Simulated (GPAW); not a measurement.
# The Se K excitation threshold of ZnSe (Stilleite, F-43m) under uniform strain

For each volume the threshold was computed as E(hole) − E(ground) plus the lowest empty eigenvalue of the hole cell (GPAW, PBE, 8-atom cell, total energies on 3×3×3 k points, the eigenvalue on 4×4×4, hole spin-paired). The values are raw; only their change is used. The threshold is the spectrum's zero, where absorption may be weak, not the visible edge.

| volume | ln(V/V₀) | threshold (eV) |
| --- | --- | --- |
| V × 0.94 | -0.06188 | 12693.669 |
| V × 0.97 | -0.03046 | ? |
| V × 1 | +0.00000 | 12693.312 |
| V × 1.03 | +0.02956 | 12693.145 |
| V × 1.06 | +0.05827 | 12692.987 |

**Question.** Fit a straight line in ln(V/V₀), give its slope, and predict the threshold at V × 0.97.

The means of the given rows are x̄ = +0.00649 and Ē = 12693.278 eV. Σ(x − x̄)(E − Ē) = -0.04509 and Σ(x − x̄)² = 0.00793, so the slope is -5.69 eV, and the line passes the given rows within 0.003 eV. At x = -0.03046 it gives 12693.278 + (-5.69) × (-0.03695) = 12693.488 eV. The run gives 12693.486 eV, a miss of +0.002 eV over a total move of -0.682 eV. The slope is the clamped-ion volume deformation potential of the lowest empty level of the hole cell on this mesh (the hole may pull it below the band edge) against the Se 1s level, with the hole's relaxation included: the threshold falls by 0.057 eV for 1 % of expansion. The charged cell's image error also scales with the cell's size and isn't taken out.

[Hosts, paths, dates, database ids (printed as entryN), source tags and the programs' standing remarks are cut or masked in the printed files.]

[Lists of maxima count a maximum above −3 eV only where it reaches 4 % of the highest in the window and stands out from its surroundings by 2 % of it (1.5 % where it reaches 55 %); shoulders and weaker maxima are passed over, and of the rest the first, up to two pre-edge ones and the few strongest are named.]
